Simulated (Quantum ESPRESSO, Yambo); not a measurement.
# CdF2 (Fm-3m): G0W0 in Yambo against the screening cutoff, part 2 of 2

How does the gap of CdF2 (Fm-3m) converge in the screening cutoff?

Yambo 5.3.0; PBE and many-body steps on it, plane waves. Known limits of the many-body steps: not at the basis limit; d shell near the gap, gap tends to lie low; no spin-orbit coupling; coarse k mesh.

So far. Step 2 (3.25 Ha): The gap on the mesh goes from 3.12 eV to 5.30 eV, a correction of +2.18 eV. Step 3 (5.25 Ha): Against the run before, the gap moves by +0.011 eV.

## 4. 10.5 Ha

Level of this step: G0W0 on PBE, plane waves, norm-conserving pseudopotentials (Yambo).

gw9.in

```
HF_and_locXC
gw0
dyson
ppa
em1d
rim_cut
RandQpts= 1000000
RandGvec= 1 RL
EXXRLvcs= 94 Ry
VXCRLvcs= 376 Ry
Chimod= "HARTREE"
% BndsRnXp
 1 | 133 |
%
NGsBlkXp= 21 Ry
% LongDrXp
 1 | 1 | 1 |
%
% GbndRnge
 1 | 133 |
%
DysSolver= "n"
ExtendOut
PPAPntXp= 27.21138 eV
% QPkrange
 8 | 8 | 16 | 19 |
 1 | 1 | 16 | 19 |
%
```

Command:

```
$ OMP_NUM_THREADS=1 mpirun -n 8 yambo -F gw9.in -J gw9 -C gw9 > gw9.log
```

The program printed:

```text
 Yambo, version 5.3.0

 [02] CORE Variables Setup
 =========================

  [... cell, symmetries and grids as in the set-up ...]

  [02.05] Energies & Occupations
  ==============================

  [X] === General ===
  [X] Electronic Temperature                        :  0.000000  0.000000 [eV K]
  [X] Bosonic    Temperature                        :  0.000000  0.000000 [eV K]
  [X] Finite Temperature mode                       : no
  [X] El. density                                   :  0.86947E+24 [cm-3]
[...]
QP @ state[ 1 ] b range                          :  16  19
   QP @ state[ 2 ] K range                          :   8   8
   QP @ state[ 2 ] b range                          :  16  19
   GF energies kind                                 : Perdew, Burke & Ernzerhof(X)+Perdew, Burke & Ernzerhof(C)
   GF WF`s kind                                     : Perdew, Burke & Ernzerhof(X)+Perdew, Burke & Ernzerhof(C)
   Xs energies kind                                 : Perdew, Burke & Ernzerhof(X)+Perdew, Burke & Ernzerhof(C)
   Xs WF`s kind                                     : Perdew, Burke & Ernzerhof(X)+Perdew, Burke & Ernzerhof(C)

 [11] Game Over & Game summary
```

Elapsed: 2 min, on 8 MPI ranks of Arm Neoverse V2, shared host; peak memory 3.4 GiB.

Numbers from this step:

```
G0W0 gap on the points computed              : 5.366 eV
starting gap on the mesh                     : 3.124 eV
k of the valence top                         : 0.25, -0.5, -0.25
k of the conduction bottom                   : 0, 0, 0
least direct G0W0 gap on the computed points : 6.127 eV
```

Against the run before, the gap moves by +0.055 eV.

## 5. 13 Ha

gw10.in, as its differences from gw9.in of step 4:

```diff
@@ -14,3 +14,3 @@
 %
-NGsBlkXp= 21 Ry
+NGsBlkXp= 26 Ry
 % LongDrXp
```

Command:

```
$ OMP_NUM_THREADS=1 mpirun -n 8 yambo -F gw10.in -J gw10 -C gw10 > gw10.log
```

The program printed:

```text
 Yambo, version 5.3.0

 [02] CORE Variables Setup
 =========================

  [... cell, symmetries and grids as in the set-up ...]

  [02.05] Energies & Occupations
  ==============================

  [X] === General ===
  [X] Electronic Temperature                        :  0.000000  0.000000 [eV K]
  [X] Bosonic    Temperature                        :  0.000000  0.000000 [eV K]
  [X] Finite Temperature mode                       : no
  [X] El. density                                   :  0.86947E+24 [cm-3]
[...]
QP @ state[ 1 ] b range                          :  16  19
   QP @ state[ 2 ] K range                          :   8   8
   QP @ state[ 2 ] b range                          :  16  19
   GF energies kind                                 : Perdew, Burke & Ernzerhof(X)+Perdew, Burke & Ernzerhof(C)
   GF WF`s kind                                     : Perdew, Burke & Ernzerhof(X)+Perdew, Burke & Ernzerhof(C)
   Xs energies kind                                 : Perdew, Burke & Ernzerhof(X)+Perdew, Burke & Ernzerhof(C)
   Xs WF`s kind                                     : Perdew, Burke & Ernzerhof(X)+Perdew, Burke & Ernzerhof(C)

 [11] Game Over & Game summary
```

The job ended after 3.7 min (8 MPI ranks; peak memory 3.4 GiB).

Numbers from this step:

```yaml
g0w0_gap_on_the_points_computed: 5.376 eV
starting_gap_on_the_mesh: 3.124 eV
k_of_the_valence_top: 0.25, -0.5, -0.25
k_of_the_conduction_bottom: 0, 0, 0
least_direct_g0w0_gap_on_the_computed_points: 6.137 eV
```

Against the run before, the gap moves by +0.010 eV.

## 6. 16.25 Ha

gw11.in, as its differences from gw10.in of step 5:

```diff
@@ -14,3 +14,3 @@
 %
-NGsBlkXp= 26 Ry
+NGsBlkXp= 32.5 Ry
 % LongDrXp
```

Command:

```
$ OMP_NUM_THREADS=1 mpirun -n 8 yambo -F gw11.in -J gw11 -C gw11 > gw11.log
```

The program printed:

```text
 Yambo, version 5.3.0

 [02] CORE Variables Setup
 =========================

  [... cell, symmetries and grids as in the set-up ...]

  [02.05] Energies & Occupations
  ==============================

  [X] === General ===
  [X] Electronic Temperature                        :  0.000000  0.000000 [eV K]
  [X] Bosonic    Temperature                        :  0.000000  0.000000 [eV K]
  [X] Finite Temperature mode                       : no
  [X] El. density                                   :  0.86947E+24 [cm-3]
[...]
QP @ state[ 1 ] b range                          :  16  19
   QP @ state[ 2 ] K range                          :   8   8
   QP @ state[ 2 ] b range                          :  16  19
   GF energies kind                                 : Perdew, Burke & Ernzerhof(X)+Perdew, Burke & Ernzerhof(C)
   GF WF`s kind                                     : Perdew, Burke & Ernzerhof(X)+Perdew, Burke & Ernzerhof(C)
   Xs energies kind                                 : Perdew, Burke & Ernzerhof(X)+Perdew, Burke & Ernzerhof(C)
   Xs WF`s kind                                     : Perdew, Burke & Ernzerhof(X)+Perdew, Burke & Ernzerhof(C)

 [11] Game Over & Game summary
```

Wall time 6.7 min (8 MPI ranks); peak memory 3.4 GiB.

This step gave:

```yaml
g0w0_gap_on_the_points_computed: 5.382 eV
starting_gap_on_the_mesh: 3.124 eV
k_of_the_valence_top: 0.25, -0.5, -0.25
k_of_the_conduction_bottom: 0, 0, 0
least_direct_g0w0_gap_on_the_computed_points: 6.145 eV
```

Against the run before, the gap moves by +0.006 eV.

## 7. Side by side

Times are wall times on 8 MPI ranks of Arm Neoverse V2, shared host, good to a factor of about two.

```csv
run,mesh,bands,screening cutoff (eV),DFT gap (eV),gap on the mesh (eV),direct (eV),time
3.25 Ha,4×4×4,133,88.4,3.124,5.301,6.051,31 s
5.25 Ha,4×4×4,133,142.9,3.124,5.312,6.071,42 s
10.5 Ha,4×4×4,133,285.7,3.124,5.366,6.127,2 min
13 Ha,4×4×4,133,353.7,3.124,5.376,6.137,3.7 min
16.25 Ha,4×4×4,133,442.2,3.124,5.382,6.145,6.7 min
```

## 8. What came out

* 3.25 Ha: 5.301 eV
* 5.25 Ha: 5.312 eV
* 10.5 Ha: 5.366 eV
* 13 Ha: 5.376 eV
* 16.25 Ha: 5.382 eV
* known limits: not at the basis limit; d shell near the gap, gap tends to lie low; no spin-orbit coupling; coarse k mesh

In words: The setting moved: screening cutoff. From 3.25 Ha to 16.25 Ha the gap moves by +0.08 eV, for 13 times the time. It holds to 0.03 eV from 10.5 Ha on. Bands and screening cutoff are coupled, so a series along one setting does not show full convergence. Bands and cutoff are finite, so the gap is not at the basis limit. The miss can reach some tenths of an eV and take either sign; the mesh is an error of its own. In the G0W0 runs levels were corrected at 2 k points alone, so a gap called «on the mesh» is the least over those, and an edge elsewhere would be missed. The 4×4×4 mesh is coarse for this cell, which bears on the long-range parts of exchange and screening. A d shell, filled or nearly so, lies near the gap. One-shot GW converges very slowly in bands there, not always from below, and on a semilocal start the gap tends to come out low; starts rich in exact exchange can overshoot instead. The many-body steps are scalar-relativistic: spin-orbit coupling is not in them.

[Paths, hosts, dates, memory and timing lines, banners, echoed tables and standing remarks are left out of the program output.]

[Logs are printed without paths, hosts, clocks, repeated set-up lines and the standing remarks that a program may print on its own settings, such as how far it seeks lower states.]

[Runs of the session that timed out or met a known fault of the program may be left out.]

[Hosts, paths, dates, database ids (printed as entryN), source tags and the programs' standing remarks are cut or masked in the printed files.]
